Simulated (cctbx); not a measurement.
**TmB4Pt4: solution and refinement**

Cell a = 5.3880 Å, b = 5.3880 Å, c = 7.6170 Å, α = 90.00°, β = 90.00°, γ = 90.00°; space group P4_2/nmc (no. 137, origin choice 1); content Pt8 Tm2 B8.

Simulated single-crystal data (cctbx): synchrotron X-rays, λ = 0.6889 Å, to d = 0.6 Å, 95 % of the full sphere, strongest reflection 40000 counts, noise from counting, a 4 % proportional error and a noise floor of 2 counts (s.d.); no absorption.

Charge flipping in P1 on plain amplitudes to 0.8 Å, δ = 1.1 σ, 20 % of the reflections treated as weak, 100 cycles:

```text
cycle      R  skewness
    0  0.577     0.43
    8  0.424     3.21
   16  0.338     3.83
   24  0.296     3.86
   32  0.260     3.71
   40  0.279     3.69
   48  0.257     3.59
   56  0.270     3.62
   64  0.259     3.59
   72  0.273     3.56
   80  0.258     3.58
   88  0.260     3.49
   96  0.270     3.49
origin shift          correlation  skewness
 0.248  0.544  0.338      0.887      2.36
 0.235  0.536  0.417      0.874      3.66
 0.237  0.548  0.224      0.873      1.77
-0.003  0.802  0.316      0.836      2.19
taken: symmetry correlation 0.874, skewness 3.66
peak      x       y       z  mult  height/sigma
Q1    0.0000  0.2511  0.8463    8     10.7
Q2    0.0000  0.0000  0.5000    2      8.0
Q3    0.0000  0.0000  0.1662    4      3.8
Q4    0.0000  0.2306  0.4115    8      2.6
Q5    0.0000  0.5000  0.0233    4      1.7
Q6    0.0000  0.3934  0.1533    8      1.6
Q7    0.0000  0.2339  0.6756    8      1.6
Q8    0.1246  0.2797  0.0150   16      1.6
```

The origin is taken among those within 0.04 of the best correlation, by the skewness of the map.

Run time: 0.38 s on 1 thread of Arm Neoverse V2, with other jobs on the host, peak memory 0.07 GiB.

Q: Assign the peaks.

Heights go roughly as Z and multiplicities must add up to the content. First model: Q1 = Pt1 (8 in the cell, height 10.7), Q2 = Tm1 (2 in the cell, height 8.0) and Q6 = B1 (8 in the cell, height 1.6). Against the true structure, Q1 is Pt, Q2 is Tm and Q6 is B; the other peaks are not atoms.

Least squares on F², isotropic:

```text
Rint 0.035, 314 unique reflections to 0.60 A
cycle     R1     wR2    GooF  max shift (A)
   1  0.1494  0.3552  20.239   0.41150
   4  0.0593  0.1993  11.355   0.00004
final R1 0.0593 wR2 0.1993 GooF 11.355  parameters 7  data/parameter 44.9
atom        x        y        z      Ueq    occ   su(xyz)  su(Uiso or U11)
Pt1    0.00000  0.25238  0.84581   0.0116  1.000  0.00017  0.0004
Tm1    0.00000  0.00000  0.50000   0.0093  1.000  0.00000  0.0005
B1     0.00000  0.32847  0.13565   0.0184  1.000  0.00668  0.0052
difference map: max 12.37 min -23.17 rms 1.80
Q1    0.0000  0.2071  0.8301    8   12.59  0.27 A from Pt1
Q2    0.0000  0.0000  0.4597    4    9.93  0.31 A from Tm1
Q3    0.0000  0.3779  0.7830    8    5.17  0.83 A from Pt1
Q4    0.0000  0.1601  0.9399    8    4.86  0.87 A from Pt1
Q5    0.0000  0.2203  0.7413    8    4.63  0.81 A from Pt1
```

Anisotropic refinement:

```text
Rint 0.035, 314 unique reflections to 0.60 A
cycle     R1     wR2    GooF  max shift (A)
   1  0.0593  0.1993  11.488   0.04811
   2  0.0067  0.0157   0.903   0.00207
   3  0.0067  0.0157   0.902   0.00022
final R1 0.0067 wR2 0.0157 GooF 0.902  parameters 14  data/parameter 22.4
atom        x        y        z      Ueq    occ   su(xyz)  su(Uiso or U11)
Pt1    0.00000  0.25230  0.84581   0.0109  1.000  0.00001  0.0000
Tm1    0.00000  0.00000  0.50000   0.0086  1.000  0.00000  0.0000
B1     0.00000  0.33247  0.14158   0.0264  1.000  0.00077  0.0014
difference map: max 0.81 min -1.23 rms 0.20
Q1    0.0000  0.1780  0.9628    8    0.84  0.98 A from Pt1
Q2    0.1123  0.3044  0.7040   16    0.65  1.19 A from B1
Q3    0.0000  0.1573  0.7927    8    0.60  0.65 A from Pt1
Q4    0.0000  0.5000  0.2507    4    0.53  1.23 A from B1
Q5    0.0000  0.0877  0.3329    8    0.52  1.36 A from Tm1
Q6    0.0000  0.1649  0.5163    8    0.51  0.90 A from Tm1
```

**Reading.** The refinement ends at R1 = 0.0067, wR2 = 0.0157, GooF = 0.90, with difference density between -1.23 and 0.81 e/Å³. Every site matches the true model in element, within 0.005 Å r.m.s., up to an allowed shift of origin.

True model:

| atom | mult. | x | y | z | Ueq (Å²) |
| --- | --- | --- | --- | --- | --- |
| Pt1 | 8 | 1/2 | 0.2477 | 0.1542 | 0.0110 |
| Tm1 | 2 | 1/2 | 1/2 | 1/2 | 0.0086 |
| B1 | 8 | 1/2 | 0.8316 | 0.8594 | 0.0255 |

The model is made up (kin elements in a known structure type, no relaxation), so it says nothing on whether the phase exists.

[Middle refinement cycles are left out of these outputs.]

[Logs are printed without paths, hosts, clocks, repeated set-up lines and the standing remarks that a program may print on its own settings, such as how far it seeks lower states.]
